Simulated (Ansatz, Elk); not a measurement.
# Bonding as seen by X-rays: ZrNbBN

The structure of ZrNbBN used here is made up (a known structure type with other elements) and was relaxed beforehand with PBE. The aim is the Fourier transform of its all-electron density, F(hkl), set beside the sum over free spherical atoms that refinements use.

Method: DFT, PBE, all-electron APW+lo, Dirac cores, scalar-relativistic bands, static density, no spin, in Elk 11.2.3 (patched build).

This account leaves out most program logs.

The structure was built from a prototype and need not be the compound's stable phase.

## 1. Set-up

The structure is trigonal, space group R3m (No. 160). The conventional cell has a = 3.264 Å, b = 3.264 Å, c = 16.109 Å, α = 90.00°, β = 90.00°, γ = 120.00°. Nearest to Nb lie 3 B at 2.28 Å and 3 N at 2.28 Å. Zr has 3 N at 2.32 Å and 3 B at 2.37 Å nearest. Nearest to N lie 3 Nb at 2.28 Å and 3 Zr at 2.32 Å. Nearest to B lie 3 Nb at 2.28 Å and 3 Zr at 2.37 Å. Farther neighbours and most contacts between anions are not listed.

## 2. Ground state and structure factors

An all-electron density is needed, since X-rays see the cores too. Task 0 finds the density and task 195 Fourier-transforms it; tshift is off so that phases refer to the origin typed.

Contents of elk.in:

```
tasks
  0
  195

xctype
  20

spinpol
  .false.

rgkmax
  7.0

gmaxvr
  14.0

lmaxo
  7

lmaxapw
  8

swidth
  0.002

tshift
  .false.

ramdisk
  .false.

hmaxvr
  5.5

maxscl
  120

epspot
  1e-06

sppath
  './'

avec
  3.08384381115 1.78045805484 10.14740652050
  -3.08384381115 1.78045805484 10.14740652050
  -0.00000000000 -3.56091610868 10.14740652067

atoms
  4
  'Nb.in'
  1
  0.7507782494 0.7507782494 0.7507782494   0.000000 0.000000 0.000000
  'Zr.in'
  1
  0.2483636335 0.2483636335 0.2483636335   0.000000 0.000000 0.000000
  'N.in'
  1
  0.4974568874 0.4974568874 0.4974568874   0.000000 0.000000 0.000000
  'B.in'
  1
  0.0045012027 0.0045012027 0.0045012027   0.000000 0.000000 0.000000

ngridk
  8 8 8
```

The run is started by

```
$ OMP_NUM_THREADS=4 elk
```

Wall time 51 s (4 threads of Arm Neoverse V2, shared host); peak memory 0.17 GiB; 3 min of CPU time.

SFACRHO.OUT:

```text

h k l indices transformed by vhmat matrix:
   1.000000000       0.000000000       0.000000000    
   0.000000000       1.000000000       0.000000000    
   0.000000000       0.000000000       1.000000000    

      h      k      l  multipl.   |H|            Re(F)            Im(F)           |F|

      0      0      0      1   0.0000000       93.000000      0.91238034E-16   93.000000    
      1      1      1      1  0.61919125      -3.6169652       1.6897896       3.9922207    
     -1     -1     -1      1  0.61919125      -3.6169652      -1.6897896       3.9922207    
      0      1      0      3   1.1942937      -1.4290008     -0.67726691       1.5813709    
      0      0     -1      3   1.1942937      -1.4290008      0.67726691       1.5813709    
     -2     -2     -2      1   1.2383825      -56.530477      -1.0869495       56.540926    
      2      2      2      1   1.2383825      -56.530477       1.0869495       56.540926    
      0     -1     -1      3   1.2466502      -56.422155     -0.35784765       56.423290    
      1      0      1      3   1.2466502      -56.422155      0.35784765       56.423290    
      1      1      2      3   1.4371269       69.024908     -0.63469587       69.027826    
     -1     -2     -1      3   1.4371269       69.024908      0.63469587       69.027826    
     -2     -2     -1      3   1.5648423      0.58053019      0.46139851E-01  0.58236087    
      2      1      2      3   1.5648423      0.58053019     -0.46139851E-01  0.58236087    
      3      3      3      1   1.8575737       2.4632924      0.34601561       2.4874759    
     -3     -3     -3      1   1.8575737       2.4632924     -0.34601561       2.4874759    
     -2     -3     -2      3   1.8630957      -4.5694260      -1.4447061       4.7923720    
      2      3      2      3   1.8630957      -4.5694260       1.4447061       4.7923720    
     -3     -2     -3      3   2.0273436       59.385074       1.0750109       59.394803
```

Elk indexes on the primitive cell of elk.in and gives |H| = 4π sin θ/λ in inverse bohr. Below, one row stands for each form hkl of the conventional cell (m members, Friedel mates merged), F is for one primitive cell and the density is static (no thermal factor). Free-atom factors are Waasmaier and Kirfel's, and R is Σm||F|−|F'||/Σm|F|.

```
   hkl   m  sin θ/λ (Å⁻¹)  abs F, DFT  neutral atoms   diff.  abs of complex diff.
   003   2          0.093       3.992          4.272  -0.280                 0.306
   101   6          0.180       1.581          1.703  -0.122                 0.190
   006   2          0.186      56.541         57.354  -0.813                 0.817
   012   6          0.188      56.423         57.271  -0.848                 0.848
   104   6          0.216      69.028         68.949  +0.079                 0.079
   015   6          0.235       0.582          0.639  -0.057                 0.125
   009   2          0.279       2.487          2.453  +0.034                 0.083
   107   6          0.280       4.792          4.620  +0.172                 0.211
   018   6          0.305      59.395         59.377  +0.018                 0.031
   110   6          0.306      59.453         59.410  +0.043                 0.043
   113  12          0.320       2.533          2.492  +0.041                 0.041
   021   6          0.355       0.696          0.690  +0.007                 0.071
1 0 10   6          0.357      46.234         45.965  +0.269                 0.269
   116  12          0.358      46.186         45.911  +0.275                 0.276
   202   6          0.359      46.144         45.884  +0.259                 0.260
0 0 12   2          0.372      53.442         53.386  +0.056                 0.062
   024   6          0.375      53.610         53.511  +0.099                 0.099
0 1 11   6          0.385       5.178          5.108  +0.070                 0.080
   205   6          0.386       1.103          1.050  +0.053                 0.114
   119  12          0.415       2.554          2.500  +0.054                 0.122
   027   6          0.415       3.358          3.325  +0.033                 0.082
   208   6          0.432      49.638         49.420  +0.218                 0.219
```

## 3. The highest occupied states alone

An energy window below the Fermi level keeps the highest occupied states, to see at which angles they scatter; shallow core shells can lie inside it and anion s states outside. No new self-consistency is needed.

elk.in, as its differences from that of step 2:

```diff
@@ -1,3 +1,2 @@
 tasks
-  0
   195
@@ -40,2 +39,5 @@
 
+wsfac
+  -0.129950 0.721290
+
 sppath
```

The run is started by

```
$ OMP_NUM_THREADS=4 elk
```

The job ended after 6.2 s (4 threads; peak memory 0.16 GiB).

States within 15 eV below the Fermi level hold 16.66 electrons; any levels below the window count with the cores, and a count that is not whole means the window cuts a band. Their amplitudes can exceed the total, where window and core parts have opposite phase:

```
hkl  sin θ/λ (Å⁻¹)  abs F, window  abs F, all
003          0.093          2.117       3.992
101          0.180          1.743       1.581
006          0.186          2.708      56.541
012          0.188          2.763      56.423
104          0.216          4.003      69.028
015          0.235          1.488       0.582
009          0.279          1.180       2.487
107          0.280          1.420       4.792
018          0.305          1.590      59.395
110          0.306          1.594      59.453
```

## 4. Another functional

The difference from free atoms is small, so it is set against the change that LDA (Perdew-Wang) makes.

elk.in, as its differences from that of step 3:

```diff
@@ -1,2 +1,3 @@
 tasks
+  0
   195
@@ -4,3 +5,3 @@
 xctype
-  20
+  3
 
@@ -39,5 +40,2 @@
 
-wsfac
-  -0.129950 0.721290
-
 sppath
```

The run is started by

```
$ OMP_NUM_THREADS=4 elk
```

It took 34 s on 4 threads; peak memory 0.16 GiB; 2 min of CPU time.

Against the first run R = 0.05 %; the largest change is -0.037 at 410.

## 5. Basis size

The basis and the expansions that go with it are enlarged, to see whether the differences are converged.

elk.in, as its differences from that of step 4:

```diff
@@ -5,3 +5,3 @@
 xctype
-  3
+  20
 
@@ -11,12 +11,12 @@
 rgkmax
-  7.0
+  8.5
 
 gmaxvr
-  14.0
+  18.0
 
 lmaxo
-  7
+  9
 
 lmaxapw
-  8
+  10
```

The run is started by

```
$ OMP_NUM_THREADS=4 elk
```

The job ended after 2.3 min (4 threads; peak memory 0.3 GiB; 8.2 min of CPU time).

Against the first run R = 0.01 %; the largest change is +0.009 at 036.

## 6. Basis size

A smaller basis shows how fast F responds to it; the change is likely larger than the basis error of the first run, but doesn't show convergence.

elk.in, as its differences from that of step 5:

```diff
@@ -11,12 +11,12 @@
 rgkmax
-  8.5
+  5.5
 
 gmaxvr
-  18.0
+  14.0
 
 lmaxo
-  9
+  7
 
 lmaxapw
-  10
+  8
```

The run is started by

```
$ OMP_NUM_THREADS=4 elk
```

Elapsed: 39 s, on 4 threads; peak memory 0.16 GiB; 2.2 min of CPU time.

Against the first run R = 0.04 %; the largest change is -0.046 at 104.

## 7. Settings against the effect

```
                              run  R against the first run (%)  R against neutral atoms, low angle (%)  wall time
                    PBE, rgkmax 7                         0.00                                    1.08       51 s
                LDA (Perdew-Wang)                         0.05                                    1.03       34 s
rgkmax 8.5 with larger expansions                         0.01                                    1.08    2.3 min
                       rgkmax 5.5                         0.04                                    1.03       39 s
```

## 8. Results

| Item | Value |
| --- | --- |
| R against neutral atoms, sin θ/λ < 0.3 Å⁻¹ | 1.08 % |
| R against neutral atoms, 0.3 to 0.83 Å⁻¹ | 0.29 % |

In words: Independent neutral atoms miss the calculated amplitudes by R = 1.08 % below 0.3 Å⁻¹ and 0.29 % from there to 0.83 Å⁻¹; by shells, 7.02 % below 0.15 Å⁻¹ (1 form), 1.03 % 0.15 to 0.3 (7 forms), 0.42 % 0.3 to 0.45 (15 forms), 0.26 % above 0.45 (90 forms). Bonding, aspherical density and the tables' own atoms all enter these figures, and the runs don't part them. The largest change of an amplitude is -0.85 electrons, at 012. R counts amplitudes alone; phases shift too. The window's part falls from 16.7 electrons at the origin to at most 0.32 between 0.45 and 0.83 Å⁻¹. Below 0.3 Å⁻¹ the changes that finished (LDA (Perdew-Wang), rgkmax 8.5 with larger expansions and rgkmax 5.5) move F by R = 0.06 % at most, against the 1.08 % that separates it from free atoms. The k-mesh has no finished test. These runs have no spin, though d or f shells may be open. The electron count is odd, so without spin the run is a metal by force. Part of the difference isn't bonding: the tables are fits to free atoms and ions calculated by other methods than this functional. Thermal motion, anomalous dispersion and extinction are left out.

[Logs are printed without paths, hosts, clocks, repeated set-up lines and the standing remarks that a program may print on its own settings, such as how far it seeks lower states.]

[Hosts, paths, dates, database ids (printed as entryN), source tags and the programs' standing remarks are cut or masked in the printed files.]
